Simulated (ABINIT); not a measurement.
# MgO2 (R-3m): a self-consistent loop beyond G0W0, cycle by cycle

How far does self-consistency move the gap of MgO2 (R-3m)?

Method: LDA and many-body steps on it, plane waves, in ABINIT 10.8.3.

This is a report of a sequence of runs, with most program output left out.

## 1. The starting structure

Symmetry: R-3m, No. 166, trigonal system. The conventional cell has a = 3.210 Å, b = 3.210 Å, c = 10.482 Å, α = 90.00°, β = 90.00°, γ = 120.00°. Nearest to Mg lie 6 O at 2.11 Å. O has 1 O at 1.49 Å and 3 Mg at 2.11 Å nearest. Farther neighbours and most contacts between anions are not listed.

The cell and positions are those that the Materials Project relaxed with its own functionals (PBE, PBE+U or r2SCAN), kept fixed.

## 2. Empty states on the mesh, 4×4×4 mesh, 52 bands

This step: ABINIT 10.8.3; DFT, LDA, plane waves, norm-conserving pseudopotentials.

The sums over transitions need many empty states on a uniform mesh; this step solves for them.

The input, run.abi:

```
acell 3*1.0 Angstrom
rprim 
  1.604761016024 0.926509204586 3.493978874900
  -1.604761016024 0.926509204586 3.493978874900
  0.000000000000 -1.853018409173 3.493978874900
ntypat 2
znucl 12 8
natom 3
typat 1 2 2
xred 
  0.000000000000 0.000000000000 0.000000000000
  0.428786000000 0.428786000000 0.428786000000
  0.571214000000 0.571214000000 0.571214000000
pp_dirpath "pseudos"
pseudos "Mg.upf, O.upf"
ecut 38
ngkpt 4 4 4
nshiftk 1
shiftk 0 0 0
kptopt 1
chksymbreak 0
iscf -2
irdden 1
istwfk *1
nband 52
nbdbuf 4
tolwfr 1e-09
nstep 60
prtvol 0
indata_prefix "in"
outdata_prefix "out"
tmpdata_prefix "tmp"
```

The run is started by

```bash
$ OMP_NUM_THREADS=1 mpirun -n 8 abinit run.abi > log
```

Wall time 14 s (8 MPI ranks of Intel Xeon Platinum 8375C at 2.90GHz (Ice Lake), shared host); peak memory 0.58 GiB.

This step gave:

* gap: 2.137 eV
* k of the valence top: 0.5, 0.5, 0.5
* k of the conduction bottom: 0.5, 0.5, 0.5
* least direct gap: 2.137 eV
* k points computed: 13
* lowest point of the top converged band, above the valence top: 56.4851 eV

On this mesh the gap is 2.137 eV.

The density comes from a self-consistent run that is not shown.

## 3. Screening, 4×4×4 mesh, 48 bands, screening to 130.6 eV

The RPA dielectric matrix is built and inverted for each q.

This step: RPA screening on LDA, plane waves, norm-conserving pseudopotentials.

run.abi, as its differences from that of step 2:

```diff
@@ -21,10 +21,11 @@
 chksymbreak 0
-iscf -2
-irdden 1
 istwfk *1
-nband 52
-nbdbuf 4
-tolwfr 1e-09
-nstep 60
-prtvol 0
+occopt 1
+irdwfk 1
+optdriver 3
+nband 48
+ecuteps 4.8
+inclvkb 2
+awtr 1
+symchi 1
 indata_prefix "in"
```

Elapsed: 30 s, on 8 MPI ranks; peak memory 1.1 GiB.

Numbers from this step:

| Item | Value |
| --- | --- |
| ε∞ with local fields, on this mesh, along the program's q direction | 3.540 |
| the same without local fields | 3.877 |
| plasma frequency | 31.20 eV |
| plane waves in the screening matrix | 97 |

Local fields lower ε∞ by 9 %. On a Γ-centred mesh this coarse the value itself is usually too large, while a short band sum pulls it down.

## 4. G0W0

The self-energy is evaluated for the states that the input lists, and the levels follow from it, in one-shot runs by the linearised quasiparticle equation.

This step: G0W0 on LDA, plane waves, norm-conserving pseudopotentials.

run.abi, as its differences from that of step 3:

```diff
@@ -24,8 +24,17 @@
 irdwfk 1
-optdriver 3
+optdriver 4
 nband 48
+gwcalctyp 0
+ecutsigx 38
+symsigma 1
+nkptgw 2
+kptgw 
+  0.5000000000 0.5000000000 0.5000000000
+  0.0000000000 0.0000000000 0.0000000000
+bdgw 
+  10 13
+  10 13
 ecuteps 4.8
-inclvkb 2
-awtr 1
-symchi 1
+irdscr 1
+ppmodel 1
 indata_prefix "in"
```

Elapsed: 6.7 s, on 8 MPI ranks; peak memory 1.1 GiB; 50 s of CPU time.

This step gave:

```
G0W0 gap on the points computed              : 5.023 eV
starting gap on the mesh                     : 2.137 eV
k of the valence top                         : 0.5, 0.5, 0.5
k of the conduction bottom                   : 0.5, 0.5, 0.5
Z at the valence top                         : 0.794
Z at the conduction bottom                   : 0.81
least direct G0W0 gap on the computed points : 5.023 eV
```

The gap on the mesh goes from 2.14 eV to 5.02 eV, a correction of +2.89 eV.

## 5. evGW0, cycle 1

This step: evGW0 on LDA, plane waves, norm-conserving pseudopotentials.

run.abi, as its differences from that of step 4:

```diff
@@ -26,12 +26,34 @@
 nband 48
-gwcalctyp 0
+gwcalctyp 10
 ecutsigx 38
 symsigma 1
-nkptgw 2
+nkptgw 13
 kptgw 
+  0.0000000000 0.0000000000 0.0000000000
+  0.2500000000 0.0000000000 0.0000000000
+  0.5000000000 0.0000000000 0.0000000000
+  0.2500000000 0.2500000000 0.0000000000
+  0.5000000000 0.2500000000 0.0000000000
+  -0.2500000000 0.2500000000 0.0000000000
+  0.5000000000 0.5000000000 0.0000000000
+  0.2500000000 0.2500000000 0.2500000000
+  0.5000000000 0.2500000000 0.2500000000
+  -0.2500000000 0.2500000000 0.2500000000
+  0.5000000000 0.5000000000 0.2500000000
+  -0.2500000000 0.5000000000 0.2500000000
   0.5000000000 0.5000000000 0.5000000000
-  0.0000000000 0.0000000000 0.0000000000
 bdgw 
-  10 13
-  10 13
+  7 19
+  7 19
+  7 19
+  7 19
+  7 19
+  7 19
+  7 19
+  7 19
+  7 19
+  7 19
+  7 19
+  7 19
+  7 19
 ecuteps 4.8
```

It took 68 s on 8 MPI ranks; peak memory 3 GiB.

This step gave:

```yaml
quasiparticle_gap_on_the_mesh: 5.720 eV
gap_of_the_density_functional_on_the_mesh: 2.137 eV
k_of_the_valence_top: 0.5, 0.5, 0.5
k_of_the_conduction_bottom: 0.5, 0.5, 0.5
z_at_the_valence_top: 0.794
z_at_the_conduction_bottom: 0.81
least_direct_quasiparticle_gap_on_the_computed_points: 5.720 eV
```

Against G0W0 in ABINIT (4×4×4 mesh, 48 bands, screening to 130.6 eV, Godby-Needs plasmon pole), the gap moves by +0.697 eV. This first cycle still uses the starting levels; it takes the full correction, at all points of the mesh, and its linearised value is 5.023 eV.

## 6. evGW0, cycle 2

The corrected levels of the last cycle go back in.

run.abi, as its differences from that of step 5:

```diff
@@ -61,2 +61,3 @@
 ppmodel 1
+irdqps 1
 indata_prefix "in"
```

Elapsed: 50 s, on 8 MPI ranks; peak memory 3 GiB.

This step gave:

```yaml
quasiparticle_gap_on_the_mesh: 5.519 eV
gap_of_the_density_functional_on_the_mesh: 2.137 eV
k_of_the_valence_top: 0.5, 0.5, 0.5
k_of_the_conduction_bottom: 0.5, 0.5, 0.5
least_direct_quasiparticle_gap_on_the_computed_points: 5.519 eV
```

Against the cycle before, the gap moves by −0.201 eV.

## 7. evGW0, cycle 3

run.abi is that of step 6.

It took 61 s on 8 MPI ranks; peak memory 3 GiB; 8.1 min of CPU time.

Numbers from this step:

| Property | Result |
| --- | --- |
| quasiparticle gap on the mesh | 5.522 eV |
| gap of the density functional on the mesh | 2.137 eV |
| k of the valence top | 0.5, 0.5, 0.5 |
| k of the conduction bottom | 0.5, 0.5, 0.5 |
| least direct quasiparticle gap on the computed points | 5.522 eV |

Against the cycle before, the gap moves by +0.003 eV.

## 8. Screening, 4×4×4 mesh, 48 bands, screening to 130.6 eV

This step: RPA screening on LDA, plane waves, norm-conserving pseudopotentials.

The input, run.abi:

```
acell 3*1.0 Angstrom
rprim 
  1.604761016024 0.926509204586 3.493978874900
  -1.604761016024 0.926509204586 3.493978874900
  0.000000000000 -1.853018409173 3.493978874900
ntypat 2
znucl 12 8
natom 3
typat 1 2 2
xred 
  0.000000000000 0.000000000000 0.000000000000
  0.428786000000 0.428786000000 0.428786000000
  0.571214000000 0.571214000000 0.571214000000
pp_dirpath "pseudos"
pseudos "Mg.upf, O.upf"
ecut 38
ngkpt 4 4 4
nshiftk 1
shiftk 0 0 0
kptopt 1
chksymbreak 0
istwfk *1
occopt 1
irdwfk 1
optdriver 3
nband 48
ecuteps 4.8
inclvkb 2
awtr 1
symchi 1
gwcalctyp 10
mbpt_sciss 3.719 eV
nqptdm 1
qptdm 
  0 0 0
indata_prefix "in"
outdata_prefix "out"
tmpdata_prefix "tmp"
```

Run time: 7.3 s. Hardware: 8 MPI ranks; peak memory 1.1 GiB; 56 s of CPU time.

This step gave:

```
ε∞ with local fields, on this mesh, along the program's q direction : 2.745
the same without local fields                                       : 2.955
plasma frequency                                                    : 31.20 eV
plane waves in the screening matrix                                 : 97
```

This screening uses the functional's bands under a rigid shift, the mean opening of the cycle before.

## 9. Screening, 4×4×4 mesh, 48 bands, screening to 130.6 eV

This step: RPA screening on LDA from quasiparticle energies, plane waves, norm-conserving pseudopotentials.

run.abi, as its differences from that of step 8:

```diff
@@ -30,7 +30,18 @@
 symchi 1
+irdqps 1
 gwcalctyp 10
-mbpt_sciss 3.719 eV
-nqptdm 1
+nqptdm 12
 qptdm 
-  0 0 0
+  0.2500000000 0.0000000000 0.0000000000
+  0.5000000000 0.0000000000 0.0000000000
+  0.2500000000 0.2500000000 0.0000000000
+  0.5000000000 0.2500000000 0.0000000000
+  -0.2500000000 0.2500000000 0.0000000000
+  0.5000000000 0.5000000000 0.0000000000
+  0.2500000000 0.2500000000 0.2500000000
+  0.5000000000 0.2500000000 0.2500000000
+  -0.2500000000 0.2500000000 0.2500000000
+  0.5000000000 0.5000000000 0.2500000000
+  -0.2500000000 0.5000000000 0.2500000000
+  0.5000000000 0.5000000000 0.5000000000
 indata_prefix "in"
```

The input, mrgscr.stdin:

```
2
merged
q0_SCR
out_SCR
1
```

The run is started by

```bash
$ OMP_NUM_THREADS=1 mpirun -n 8 abinit run.abi > log; mrgscr < mrgscr.stdin
```

Elapsed: 14 s, on 8 MPI ranks; peak memory 1.1 GiB.

Numbers from this step:

| Property | Result |
| --- | --- |
| plasma frequency | 31.20 eV |
| plane waves in the screening matrix | 97 |

This screening reads the quasiparticle levels of the cycle before.

## 10. evGW, cycle 1

This step: evGW on LDA, plane waves, norm-conserving pseudopotentials.

run.abi, as its differences from that of step 9:

```diff
@@ -24,12 +24,10 @@
 irdwfk 1
-optdriver 3
+optdriver 4
 nband 48
-ecuteps 4.8
-inclvkb 2
-awtr 1
-symchi 1
-irdqps 1
 gwcalctyp 10
-nqptdm 12
-qptdm 
+ecutsigx 38
+symsigma 1
+nkptgw 13
+kptgw 
+  0.0000000000 0.0000000000 0.0000000000
   0.2500000000 0.0000000000 0.0000000000
@@ -46,2 +44,20 @@
   0.5000000000 0.5000000000 0.5000000000
+bdgw 
+  7 19
+  7 19
+  7 19
+  7 19
+  7 19
+  7 19
+  7 19
+  7 19
+  7 19
+  7 19
+  7 19
+  7 19
+  7 19
+ecuteps 4.8
+irdscr 1
+ppmodel 1
+irdqps 1
 indata_prefix "in"
```

The run is started by

```bash
$ OMP_NUM_THREADS=1 mpirun -n 8 abinit run.abi > log
```

The job ended after 59 s (8 MPI ranks; peak memory 3 GiB).

This step gave:

| Quantity | Value |
| --- | --- |
| quasiparticle gap on the mesh | 6.370 eV |
| gap of the density functional on the mesh | 2.137 eV |
| k of the valence top | 0.5, 0.5, 0.5 |
| k of the conduction bottom | 0.5, 0.5, 0.5 |
| least direct quasiparticle gap on the computed points | 6.370 eV |

Against G0W0 in ABINIT (4×4×4 mesh, 48 bands, screening to 130.6 eV, Godby-Needs plasmon pole), the gap moves by +1.347 eV.

## 11. Screening, 4×4×4 mesh, 48 bands, screening to 130.6 eV

This step: RPA screening on LDA, plane waves, norm-conserving pseudopotentials.

The input, run.abi:

```
acell 3*1.0 Angstrom
rprim 
  1.604761016024 0.926509204586 3.493978874900
  -1.604761016024 0.926509204586 3.493978874900
  0.000000000000 -1.853018409173 3.493978874900
ntypat 2
znucl 12 8
natom 3
typat 1 2 2
xred 
  0.000000000000 0.000000000000 0.000000000000
  0.428786000000 0.428786000000 0.428786000000
  0.571214000000 0.571214000000 0.571214000000
pp_dirpath "pseudos"
pseudos "Mg.upf, O.upf"
ecut 38
ngkpt 4 4 4
nshiftk 1
shiftk 0 0 0
kptopt 1
chksymbreak 0
istwfk *1
occopt 1
irdwfk 1
optdriver 3
nband 48
ecuteps 4.8
inclvkb 2
awtr 1
symchi 1
gwcalctyp 10
mbpt_sciss 4.639 eV
nqptdm 1
qptdm 
  0 0 0
indata_prefix "in"
outdata_prefix "out"
tmpdata_prefix "tmp"
```

Run time: 7.2 s. Hardware: 8 MPI ranks; peak memory 1.1 GiB.

Numbers from this step:

```yaml
eps_infinity_with_local_fields_on_this_mesh_along_the_program_s_q_direction: 2.633
the_same_without_local_fields: 2.824
plasma_frequency: 31.20 eV
plane_waves_in_the_screening_matrix: 97
```

This screening uses the functional's bands under a rigid shift, the mean opening of the cycle before.

## 12. Screening, 4×4×4 mesh, 48 bands, screening to 130.6 eV

This step: RPA screening on LDA from quasiparticle energies, plane waves, norm-conserving pseudopotentials.

run.abi, as its differences from that of step 11:

```diff
@@ -30,7 +30,18 @@
 symchi 1
+irdqps 1
 gwcalctyp 10
-mbpt_sciss 4.639 eV
-nqptdm 1
+nqptdm 12
 qptdm 
-  0 0 0
+  0.2500000000 0.0000000000 0.0000000000
+  0.5000000000 0.0000000000 0.0000000000
+  0.2500000000 0.2500000000 0.0000000000
+  0.5000000000 0.2500000000 0.0000000000
+  -0.2500000000 0.2500000000 0.0000000000
+  0.5000000000 0.5000000000 0.0000000000
+  0.2500000000 0.2500000000 0.2500000000
+  0.5000000000 0.2500000000 0.2500000000
+  -0.2500000000 0.2500000000 0.2500000000
+  0.5000000000 0.5000000000 0.2500000000
+  -0.2500000000 0.5000000000 0.2500000000
+  0.5000000000 0.5000000000 0.5000000000
 indata_prefix "in"
```

mrgscr.stdin is that of step 9.

The run is started by

```bash
$ OMP_NUM_THREADS=1 mpirun -n 8 abinit run.abi > log; mrgscr < mrgscr.stdin
```

Run time: 20 s. Hardware: 8 MPI ranks; peak memory 1.1 GiB; 2.7 min of CPU time.

Numbers from this step:

| Quantity | Value |
| --- | --- |
| plasma frequency | 31.20 eV |
| plane waves in the screening matrix | 97 |

This screening reads the quasiparticle levels of the cycle before.

## 13. evGW, cycle 2

This step: evGW on LDA, plane waves, norm-conserving pseudopotentials.

run.abi, as its differences from that of step 12:

```diff
@@ -24,12 +24,10 @@
 irdwfk 1
-optdriver 3
+optdriver 4
 nband 48
-ecuteps 4.8
-inclvkb 2
-awtr 1
-symchi 1
-irdqps 1
 gwcalctyp 10
-nqptdm 12
-qptdm 
+ecutsigx 38
+symsigma 1
+nkptgw 13
+kptgw 
+  0.0000000000 0.0000000000 0.0000000000
   0.2500000000 0.0000000000 0.0000000000
@@ -46,2 +44,20 @@
   0.5000000000 0.5000000000 0.5000000000
+bdgw 
+  7 19
+  7 19
+  7 19
+  7 19
+  7 19
+  7 19
+  7 19
+  7 19
+  7 19
+  7 19
+  7 19
+  7 19
+  7 19
+ecuteps 4.8
+irdscr 1
+ppmodel 1
+irdqps 1
 indata_prefix "in"
```

The run is started by

```bash
$ OMP_NUM_THREADS=1 mpirun -n 8 abinit run.abi > log
```

Elapsed: 64 s, on 8 MPI ranks; peak memory 3 GiB; 8.5 min of CPU time.

Numbers from this step:

* quasiparticle gap on the mesh: 6.507 eV
* gap of the density functional on the mesh: 2.137 eV
* k of the valence top: 0.5, 0.5, 0.5
* k of the conduction bottom: 0.5, 0.5, 0.5
* least direct quasiparticle gap on the computed points: 6.507 eV

Against the cycle before, the gap moves by +0.137 eV.

## 14. Screening, 4×4×4 mesh, 48 bands, screening to 130.6 eV

This step: RPA screening on LDA, plane waves, norm-conserving pseudopotentials.

The input, run.abi:

```
acell 3*1.0 Angstrom
rprim 
  1.604761016024 0.926509204586 3.493978874900
  -1.604761016024 0.926509204586 3.493978874900
  0.000000000000 -1.853018409173 3.493978874900
ntypat 2
znucl 12 8
natom 3
typat 1 2 2
xred 
  0.000000000000 0.000000000000 0.000000000000
  0.428786000000 0.428786000000 0.428786000000
  0.571214000000 0.571214000000 0.571214000000
pp_dirpath "pseudos"
pseudos "Mg.upf, O.upf"
ecut 38
ngkpt 4 4 4
nshiftk 1
shiftk 0 0 0
kptopt 1
chksymbreak 0
istwfk *1
occopt 1
irdwfk 1
optdriver 3
nband 48
ecuteps 4.8
inclvkb 2
awtr 1
symchi 1
gwcalctyp 10
mbpt_sciss 4.778 eV
nqptdm 1
qptdm 
  0 0 0
indata_prefix "in"
outdata_prefix "out"
tmpdata_prefix "tmp"
```

It took 6.2 s on 8 MPI ranks; peak memory 1.1 GiB.

This step gave:

```
ε∞ with local fields, on this mesh, along the program's q direction : 2.618
the same without local fields                                       : 2.806
plasma frequency                                                    : 31.20 eV
plane waves in the screening matrix                                 : 97
```

This screening uses the functional's bands under a rigid shift, the mean opening of the cycle before.

## 15. Screening, 4×4×4 mesh, 48 bands, screening to 130.6 eV

This step: RPA screening on LDA from quasiparticle energies, plane waves, norm-conserving pseudopotentials.

run.abi, as its differences from that of step 14:

```diff
@@ -30,7 +30,18 @@
 symchi 1
+irdqps 1
 gwcalctyp 10
-mbpt_sciss 4.778 eV
-nqptdm 1
+nqptdm 12
 qptdm 
-  0 0 0
+  0.2500000000 0.0000000000 0.0000000000
+  0.5000000000 0.0000000000 0.0000000000
+  0.2500000000 0.2500000000 0.0000000000
+  0.5000000000 0.2500000000 0.0000000000
+  -0.2500000000 0.2500000000 0.0000000000
+  0.5000000000 0.5000000000 0.0000000000
+  0.2500000000 0.2500000000 0.2500000000
+  0.5000000000 0.2500000000 0.2500000000
+  -0.2500000000 0.2500000000 0.2500000000
+  0.5000000000 0.5000000000 0.2500000000
+  -0.2500000000 0.5000000000 0.2500000000
+  0.5000000000 0.5000000000 0.5000000000
 indata_prefix "in"
```

mrgscr.stdin is that of step 12.

The run is started by

```bash
$ OMP_NUM_THREADS=1 mpirun -n 8 abinit run.abi > log; mrgscr < mrgscr.stdin
```

The job ended after 13 s (8 MPI ranks; peak memory 1.1 GiB; 1.7 min of CPU time).

This step gave:

```
plasma frequency                    : 31.20 eV
plane waves in the screening matrix : 97
```

This screening reads the quasiparticle levels of the cycle before.

(Continued in part 2 of 2.)

[Paths, hosts, dates, memory and timing lines, banners, echoed tables and standing remarks are left out of the program output.]

[Logs are printed without paths, hosts, clocks, repeated set-up lines and the standing remarks that a program may print on its own settings, such as how far it seeks lower states.]

[Runs of the session that timed out or met a known fault of the program may be left out.]

[Hosts, paths, dates, database ids (printed as entryN), source tags and the programs' standing remarks are cut or masked in the printed files.]

[G0W0 gaps are taken among the corrected bands and points alone; a level outside them can change the order at an edge.]

[Where Ansatz stands beside ABINIT at settings called matched, ABINIT's density can come from a denser mesh and the files from another edition; pairs whose starting gaps differed by over 0.03 eV were left out, so agreement reads better than it is.]
